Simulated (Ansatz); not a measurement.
# CH3 on Ag(100), bridge start, 2x2 cell: photoemission fingerprints, part 2 of 4

What would XPS and UPS show for CH3 on Ag(100), bridge start, 2x2 cell? Spin–orbit coupling is left out of the bands throughout.

Ansatz 0.2.0; DFT, PBE, plane-wave PAW, scalar-relativistic; PAW set soft_1 (the session's first sound run).

So far, work function, upper face (eV): step 2 (the clean face) 4.20.

## 3. Relaxing the atoms

System of this step: Ag20H3C. The cell holds 24 atoms: 3 H, 1 C and 20 Ag. Cell: a = 5.869 Å, b = 5.869 Å, c = 25.210 Å, α = 90.0°, β = 90.0°, γ = 90.0°. It derives from Ag. How the cell was made: adsorbate; added: CH3; site: bridge; coverage 0.25 monolayer; cell: 2x2; on one face. Regions: ad, 4 atoms (3 H and 1 C); L1, 4 atoms (4 Ag); L2, 4 atoms (4 Ag); L3, 4 atoms (4 Ag); rest, 8 atoms (8 Ag). Vacuum lies along c.

The cut or typed positions aren't at rest, and spectra shift with geometry, so the relaxation comes first. 12 atoms are held to stand for the bulk. A dipole correction cancels the field between unlike faces.

Input file input.yaml:

```yaml
crystal:
  lattice:
    - [5.8689862838, 0.0, 0.0]
    - [0.0, 5.8689862838, 0.0]
    - [0.0, 0.0, 25.21]
  atoms:
    - { symbol: H, position: [0.426153455, 0.0, 0.702499008] }
    - { symbol: H, position: [0.165169774, 0.151644587, 0.702499008] }
    - { symbol: H, position: [0.163510038, 0.848355413, 0.702499008] }
    - { symbol: C, position: [0.250325827, 0.0, 0.688218961] }
    - { symbol: Ag, position: [0.0, 0.0, 0.626735422] }
    - { symbol: Ag, position: [0.5, 0.0, 0.626735422] }
    - { symbol: Ag, position: [0.0, 0.5, 0.626735422] }
    - { symbol: Ag, position: [0.5, 0.5, 0.626735422] }
    - { symbol: Ag, position: [0.25, 0.25, 0.544426815] }
    - { symbol: Ag, position: [0.75, 0.25, 0.544426815] }
    - { symbol: Ag, position: [0.25, 0.75, 0.544426815] }
    - { symbol: Ag, position: [0.75, 0.75, 0.544426815] }
    - { symbol: Ag, position: [0.0, 0.0, 0.462118207] }
    - { symbol: Ag, position: [0.5, 0.0, 0.462118207] }
    - { symbol: Ag, position: [0.0, 0.5, 0.462118207] }
    - { symbol: Ag, position: [0.5, 0.5, 0.462118207] }
    - { symbol: Ag, position: [0.25, 0.25, 0.379809599] }
    - { symbol: Ag, position: [0.75, 0.25, 0.379809599] }
    - { symbol: Ag, position: [0.25, 0.75, 0.379809599] }
    - { symbol: Ag, position: [0.75, 0.75, 0.379809599] }
    - { symbol: Ag, position: [0.0, 0.0, 0.297500992] }
    - { symbol: Ag, position: [0.5, 0.0, 0.297500992] }
    - { symbol: Ag, position: [0.0, 0.5, 0.297500992] }
    - { symbol: Ag, position: [0.5, 0.5, 0.297500992] }
kpoints:
  mp_grid: { grid: [6, 6, 1] }
scf:
  occupations: { method: fermi_dirac, width: 0.05 }
  n_extra_bands: 18
hamiltonian:
  xc: pbe
  pseudopotentials: { kind: paw, azcp: { folder: soft_1 } }
output:
  forces: true
  write_potential: true
  volumetric_format: []
efield:
  axis: 3
  dipole_correction: true
relax:
  f_tol: 0.03
  max_steps: 45
  constraints: [{ sites: [12, 13, 14, 15, 16, 17, 18, 19, 20, 21, 22, 23] }]
```

Run with:

```bash
> ansatz run input.yaml --threads 8 --pin off --max-ram 40960MiB --backend cuda --events-out ev --progress --plain --runs-dir out
```

Numbers of over 12 decimals in the logs are rounded to 6 here.

What it wrote:

```text
[...]
concurrent solve slots: 7 of 8 are kept, ahead of what memory takes: no pass of the eigensolver takes more rounds on 7
[...]
Crystal: 24 atoms, lattice volume = 868.358 Å³
Basis set: ecut = 420 eV, 16937 PW (Γ), exchange–correlation on 80×80×360 points (8 copies of the dense FFT grid, shifted against one another)
Bands: 212, of which v1, the nominal top of the filled ones, is band 194 counted from 1 (193 counted from 0)
Symmetry: 1 space group operations
[...]
k-points: 20 of 36 (time reversal used)
[...]
SCF iter   1: F=—  HF=-152114.451309 eV  |F-HF|=—  |Δ(HF+E_count)|=         —  Δρ=5.00e-2  dr2=2.90e1  ethr=3.10e-3  p=0.000 e·Å  D=4.66e-6 V/Å  ΔV_dip=-0.00 eV  dr2_dipole=7.29e-1  V_vac-E_F(+/−)=4.69/4.69 eV  ⟨swp⟩=6.1  Hψ=16177  notcnv=0  defer=34
[...]
SCF iter   2: F=—  HF=-152114.866653 eV  |F-HF|=—  |Δ(HF+E_count)|=   4.15e-1  Δρ=6.02e-2  dr2=2.92e1  ethr=3.10e-3  p=0.111 e·Å  D=2.32e-2 V/Å  ΔV_dip=-0.58 eV  dr2_dipole=7.96e-1  V_vac-E_F(+/−)=3.53/4.12 eV  ⟨swp⟩=3.9  Hψ=11701  notcnv=0  defer=159
[...]
SCF iter   8: F=-152106.496409 eV  HF=-152106.496413 eV  |F-HF|=4.15e-6  |Δ(HF+E_count)|=   3.18e-5  Δρ=3.51e-5  dr2=1.23e-5  ethr=5.81e-9  p=0.082 e·Å  D=1.70e-2 V/Å  ΔV_dip=-0.43 eV  dr2_dipole=1.02e-6  V_vac-E_F(+/−)=3.82/4.25 eV  ⟨swp⟩=11.9  Hψ=41235  notcnv=0
SCF 1 converged in 8 iterations: F = -152106.496409 eV  dr2 = 1.23e-5
[...]
relax step   1: F+E_penalty+E_count = -152106.49640920 eV  Δ(F+E_penalty+E_count) = +0.000e0 eV  max|allowed force component| = 1.452e0 eV/Å  Δτ_max = 0.0000 Å  (8 SCF iters, dr2 threshold 2.25e-5 eV, accepted)
[...]
SCF 2 converged in 5 iterations: F = -152106.922662 eV  dr2 = 8.79e-5
[...]
SCF 3 converged in 6 iterations: F = -152107.036939 eV  dr2 = 1.45e-5
[...]
SCF 4 converged in 8 iterations: F = -152107.048632 eV  dr2 = 3.56e-8
[...]
SCF 5 converged in 6 iterations: F = -152107.056839 eV  dr2 = 1.08e-6
[...]
SCF 6 converged in 3 iterations: F = -152107.056840 eV  dr2 = 7.19e-8
[...]
SCF 7 converged in 8 iterations: F = -152107.058197 eV  dr2 = 1.72e-8
[...]
SCF 8 converged in 4 iterations: F = -152107.059513 eV  dr2 = 2.30e-6
[...]
SCF 9 converged in 5 iterations: F = -152107.060484 eV  dr2 = 8.98e-7
[...]
SCF 10 converged in 3 iterations: F = -152107.060485 eV  dr2 = 4.10e-8
[...]
SCF 11 converged in 8 iterations: F = -152107.061417 eV  dr2 = 1.52e-8
[...]
SCF 12 converged in 7 iterations: F = -152107.061947 eV  dr2 = 6.53e-8
[...]
SCF converged after 7 iterations
[...]
--- Relaxed structure (12 steps of the walk, 12 accepted, 0 SCFs on fresh bases) ---
  F+E_penalty+E_count = -152107.06194721 eV   max|allowed force component| = 1.232e-2 eV/Å
  atoms:
    - { symbol: H, position: [0.343941, 9.261196924096074e-5, 0.715827] }
    - { symbol: H, position: [0.088421, 0.154024, 0.729307] }
    - { symbol: H, position: [0.088526, 0.845975, 0.729307] }
    - { symbol: C, position: [0.157693, 2.0961884760934877e-5, 0.710761] }
    - { symbol: Ag, position: [-0.000545736, 2.6333806909300817e-6, 0.631365] }
    - { symbol: Ag, position: [0.492368, 2.5219395373466572e-6, 0.625358] }
    - { symbol: Ag, position: [0.0029138, 0.500001, 0.623468] }
    - { symbol: Ag, position: [0.504766, 0.500003, 0.622806] }
    - { symbol: Ag, position: [0.248863, 0.249536, 0.543660] }
    - { symbol: Ag, position: [0.751980, 0.244349, 0.545418] }
    - { symbol: Ag, position: [0.248862, 0.750466, 0.543661] }
    - { symbol: Ag, position: [0.751981, 0.755655, 0.545419] }
    - { symbol: Ag, position: [0.0, 0.0, 0.462118207] }
    - { symbol: Ag, position: [0.5, 0.0, 0.462118207] }
    - { symbol: Ag, position: [0.0, 0.5, 0.462118207] }
    - { symbol: Ag, position: [0.5, 0.5, 0.462118207] }
    - { symbol: Ag, position: [0.25, 0.25, 0.379810] }
    - { symbol: Ag, position: [0.750000, 0.25, 0.379810] }
    - { symbol: Ag, position: [0.25, 0.750000, 0.379810] }
    - { symbol: Ag, position: [0.750000, 0.750000, 0.379810] }
    - { symbol: Ag, position: [0.0, 0.0, 0.297500992] }
    - { symbol: Ag, position: [0.5, 0.0, 0.297500992] }
    - { symbol: Ag, position: [0.0, 0.5, 0.297500992] }
    - { symbol: Ag, position: [0.5, 0.5, 0.297500992] }
```

Wall time 17 s (1 × NVIDIA GB200 with 8 threads of Arm Neoverse V2, shared host); peak memory 1.7 GiB.

Step by step:

| step | energy less that of the first step (eV) | largest force component (eV/Å) |
| --- | --- | --- |
| 1 | 0.0000 | 1.4517 |
| 2 | -0.4263 | 0.7144 |
| 3 | -0.5405 | 0.1015 |
| 4 | -0.5522 | 0.1988 |
| 5 | -0.5604 | 0.0223 |
| 6 | -0.5604 | 0.0224 |
| 7 | -0.5618 | 0.1507 |
| 8 | -0.5631 | 0.0702 |
| 9 | -0.5641 | 0.0051 |
| 10 | -0.5641 | 0.0050 |
| 11 | -0.5650 | 0.0153 |
| 12 | -0.5655 | 0.0123 |

The atoms that moved most (Å):

```
atom      dx      dy      dz  length
  H2  -0.450   0.014   0.676   0.812
  H3  -0.440  -0.014   0.676   0.807
  C4  -0.544   0.000   0.568   0.786
  H1  -0.483   0.001   0.336   0.588
 Ag5  -0.003   0.000   0.117   0.117
 Ag8   0.028   0.000  -0.099   0.103
 Ag7   0.017   0.000  -0.082   0.084
 Ag6  -0.045   0.000  -0.035   0.057
```

The relaxed structure:

```cif
data_structure
_symmetry_space_group_name_H-M 'P 1'
_symmetry_Int_Tables_number 1
_cell_length_a 5.8690
_cell_length_b 5.8690
_cell_length_c 25.2100
_cell_angle_alpha 90.000
_cell_angle_beta 90.000
_cell_angle_gamma 90.000
_cell_volume 868.36
loop_
_atom_site_label
_atom_site_type_symbol
_atom_site_fract_x
_atom_site_fract_y
_atom_site_fract_z
_atom_site_occupancy
H1 H 0.34394 0.00009 0.71583 1
H2 H 0.08842 0.15402 0.72931 1
H3 H 0.08853 0.84598 0.72931 1
C4 C 0.15769 0.00002 0.71076 1
Ag5 Ag 0.99945 0.00000 0.63136 1
Ag6 Ag 0.49237 0.00000 0.62536 1
Ag7 Ag 0.00291 0.50000 0.62347 1
Ag8 Ag 0.50477 0.50000 0.62281 1
Ag9 Ag 0.24886 0.24954 0.54366 1
Ag10 Ag 0.75198 0.24435 0.54542 1
Ag11 Ag 0.24886 0.75047 0.54366 1
Ag12 Ag 0.75198 0.75566 0.54542 1
Ag13 Ag 0.00000 0.00000 0.46212 1
Ag14 Ag 0.50000 0.00000 0.46212 1
Ag15 Ag 0.00000 0.50000 0.46212 1
Ag16 Ag 0.50000 0.50000 0.46212 1
Ag17 Ag 0.25000 0.25000 0.37981 1
Ag18 Ag 0.75000 0.25000 0.37981 1
Ag19 Ag 0.25000 0.75000 0.37981 1
Ag20 Ag 0.75000 0.75000 0.37981 1
Ag21 Ag 0.00000 0.00000 0.29750 1
Ag22 Ag 0.50000 0.00000 0.29750 1
Ag23 Ag 0.00000 0.50000 0.29750 1
Ag24 Ag 0.50000 0.50000 0.29750 1
```

This step gave:

* free energy: -152107.0619 eV
* energy at zero smearing: -152107.0314 eV
* smearing term TS: 0.06105 eV
* Fermi energy: 4.299 eV
* symmetry operations: 1
* work function, upper face: 4.399 eV
* work function, lower face: 4.303 eV

The relaxation ends 24 meV an atom lower, with a largest force component of 0.012 eV/Å on the free atoms. Between step 2 and this run (24 atoms) the value for the work function, upper face moves from 4.20 eV to 4.40 eV (+5 %).

## 4. Bands by layer

The main run: bands along the zone's path, each state's share in the top and middle regions, the DOS and the planar potential. The cell holds 4 small cells, so the bands are unfolded.

Input file input.yaml:

```yaml
crystal:
  lattice:
    - [5.8689862838, 0.0, 0.0]
    - [0.0, 5.8689862838, 0.0]
    - [0.0, 0.0, 25.21]
  atoms:
    - { symbol: H, position: [0.343940627, 9.2612e-05, 0.7158265305] }
    - { symbol: H, position: [0.0884209631, 0.1540240043, 0.7293072374] }
    - { symbol: H, position: [0.0885258206, 0.8459751339, 0.7293073455] }
    - { symbol: C, position: [0.1576934949, 2.09619e-05, 0.710761258] }
    - { symbol: Ag, position: [-0.0005457358, 2.6334e-06, 0.6313648678] }
    - { symbol: Ag, position: [0.4923682178, 2.5219e-06, 0.6253576105] }
    - { symbol: Ag, position: [0.0029137959, 0.5000012159, 0.6234680689] }
    - { symbol: Ag, position: [0.5047662315, 0.5000028593, 0.6228058034] }
    - { symbol: Ag, position: [0.2488625897, 0.2495364519, 0.5436604982] }
    - { symbol: Ag, position: [0.7519795936, 0.2443486048, 0.5454184199] }
    - { symbol: Ag, position: [0.2488619139, 0.7504658394, 0.5436607746] }
    - { symbol: Ag, position: [0.7519810506, 0.7556550702, 0.5454192219] }
    - { symbol: Ag, position: [0.0, 0.0, 0.462118207] }
    - { symbol: Ag, position: [0.5, 0.0, 0.462118207] }
    - { symbol: Ag, position: [0.0, 0.5, 0.462118207] }
    - { symbol: Ag, position: [0.5, 0.5, 0.462118207] }
    - { symbol: Ag, position: [0.25, 0.25, 0.379809599] }
    - { symbol: Ag, position: [0.75, 0.25, 0.379809599] }
    - { symbol: Ag, position: [0.25, 0.75, 0.379809599] }
    - { symbol: Ag, position: [0.75, 0.75, 0.379809599] }
    - { symbol: Ag, position: [0.0, 0.0, 0.297500992] }
    - { symbol: Ag, position: [0.5, 0.0, 0.297500992] }
    - { symbol: Ag, position: [0.0, 0.5, 0.297500992] }
    - { symbol: Ag, position: [0.5, 0.5, 0.297500992] }
kpoints:
  mp_grid: { grid: [6, 6, 1] }
scf:
  occupations: { method: fermi_dirac, width: 0.05 }
  n_extra_bands: 26
hamiltonian:
  xc: pbe
  pseudopotentials: { kind: paw, azcp: { folder: soft_1 } }
output:
  forces: true
  write_potential: true
  volumetric_format: []
  dos:
    projected:
      site_lists:
        adsorbate: [0, 1, 2, 3]
        layer_1: [4, 5, 6, 7]
        layer_2: [8, 9, 10, 11]
        layer_3: [12, 13, 14, 15]
        other_layers: [16, 17, 18, 19, 20, 21, 22, 23]
    de: 0.05
    e_range: [-30, 12]
    method: { smearing: { sigma: 0.15, scheme: gaussian } }
  eigenstates:
    kpoints:
      - [0.0, 0.0, 0.0]
      - [-0.07142857, -0.07142857, 0.0]
      - [-0.14285714, -0.14285714, 0.0]
      - [-0.21428571, -0.21428571, 0.0]
      - [-0.28571429, -0.28571429, 0.0]
      - [-0.35714286, -0.35714286, 0.0]
      # [... 24 more points ...]
      - [0.0, -0.2, 0.0]
      - [0.0, -0.1, 0.0]
    e_range: [-8.0, 4.0]
    unfold:
      supercell_matrix: [[2, 0, 0], [0, 2, 0], [0, 0, 1]]
      layers:
        axis: 3
        edges: [0.138834, 0.414418, 0.414518, 0.584011, 0.584111, 0.887972]
efield:
  axis: 3
  dipole_correction: true
```

What it wrote:

```text
[...]
Crystal: 24 atoms, lattice volume = 868.358 Å³
Basis set: ecut = 420 eV, 16937 PW (Γ), exchange–correlation on 80×80×360 points (8 copies of the dense FFT grid, shifted against one another)
Bands: 220, of which v1, the nominal top of the filled ones, is band 194 counted from 1 (193 counted from 0)
Symmetry: 1 space group operations
[...]
k-points: 20 of 36 (time reversal used)
[...]
SCF iter   1: F=—  HF=-152115.252878 eV  |F-HF|=—  |Δ(HF+E_count)|=         —  Δρ=4.98e-2  dr2=3.04e1  ethr=3.10e-3  p=0.000 e·Å  D=7.16e-7 V/Å  ΔV_dip=-0.00 eV  dr2_dipole=1.69e0  V_vac-E_F(+/−)=4.73/4.73 eV  ⟨swp⟩=6.1  Hψ=16697  notcnv=0  defer=107
[...]
SCF iter   6: F=—  HF=-152107.053756 eV  |F-HF|=—  |Δ(HF+E_count)|=   6.70e-4  Δρ=5.50e-4  dr2=3.79e-3  ethr=6.44e-6  p=-0.021 e·Å  D=-4.27e-3 V/Å  ΔV_dip=0.11 eV  dr2_dipole=7.28e-4  V_vac-E_F(+/−)=4.41/4.31 eV  ⟨swp⟩=2.0  Hψ=7578  notcnv=0  defer=334
[...]
SCF 1 converged in 11 iterations: F = -152107.061947 eV  dr2 = 3.76e-8
[...]
SCF converged after 11 iterations
[...]
```

It took 7.7 s on 1 × NVIDIA GB200 with 8 threads; peak memory 4.6 GiB.

This step gave:

```yaml
fermi_energy: 4.297 eV
dos_at_the_fermi_level: 7.162 states/eV/cell
```

A(k,E), total over k along the path and E. Zero: Fermi level.

Ten even steps from '_' (0.0 eV⁻¹) to '@' (14.7 eV⁻¹), each cell a mean:
```
______..____________..______________________..............______::____
......________________________________________________________::____..
....________________________________________________________::__..::..
____________________________________________..____________::__::______
____..________________________________________..______..::__::________
______________________________________________............::__________
______..________________________________________....::::..____________
________________________________________________--::..________________
________..____________________________________..______________________
____________..________________________________..______________________
______________..__________......________..__::________________________
====::..____..__..__....____..____....____..________________....--====
##%%%%@@##==::------++**##%%%%%%##**++++**************++******%%%%%%##
========##@@%%##********############**++**==========++======##**======
......::----==**####**++============**%%##**++++++====++####--::......
::::::::--==++==++++++++++======++**##****##%%%%%%%%%%**==::::::::::::
::::----++++**%%%%**++==--::::::::::::------::::::--==++++++++==--::::
++++++****++==--::==++==--================------------==++******++++++
++==--::__________..__::----------::..::::::::::::::::________::--==++
____________________....__________....________________________________
________________________..........____________________________________
______________________________________________________________________
```
Columns: k along the path (Å⁻¹) from 0 to 3.66; rows upwards: E (eV) from -7.7 to 3.18.

A(k,E), top over k along the path and E. Zero: Fermi level.

Ten even steps from '_' (0.01 eV⁻¹) to '@' (3.33 eV⁻¹), each cell a mean:
```
__..__..____________..______________..______..::....____..______::____
____..________________..__________..____..________________..__::______
________________________....__....______________________..__::____..__
____________________________..______________..____________::__..______
__________..____________________..________..__....____..::__..________
______________________________________________..........__..__________
________________________________________________........______________
__________..____________________________________::....________________
________..__________________________..______....______________________
____________..__..______..______..________..__________________________
______________..__..______......________..__::________________________
==++==..____..__..__....____..____......__..________________..::==++==
++++++##**==::------++**##%%%%%%##**++++++**********++++++++****++++++
========##@@########****##******######**##++==++++++++++==++##++======
..::::------**%%%%##++====--========**%%**++++++++====**%%##==--::::..
----------==++==++++++==----------==**====++++++++******==--::::------
----====++====++++++++====----------::::::--------------==++**++==----
****++====----::::----====++++++++++++++==----======--==========++****
::::::....________..........::..................................::::::
______________________________________________________________________
______________________________________________________________________
______________________________________________________________________
```
Columns: k along the path (Å⁻¹) from 0 to 3.66; rows upwards: E (eV) from -7.7 to 3.18.

[end of part 2 of 4]

[Logs are printed without paths, hosts, clocks, repeated set-up lines and the standing remarks that a program may print on its own settings, such as how far it seeks lower states.]

[Hosts, paths, dates, database ids (printed as entryN), source tags and the programs' standing remarks are cut or masked in the printed files.]

[Maps of the electrostatic potential energy from Ansatz leave out the sawtooth potential of an applied field or a dipole correction, so their vacuum need not be flat; work functions include it.]
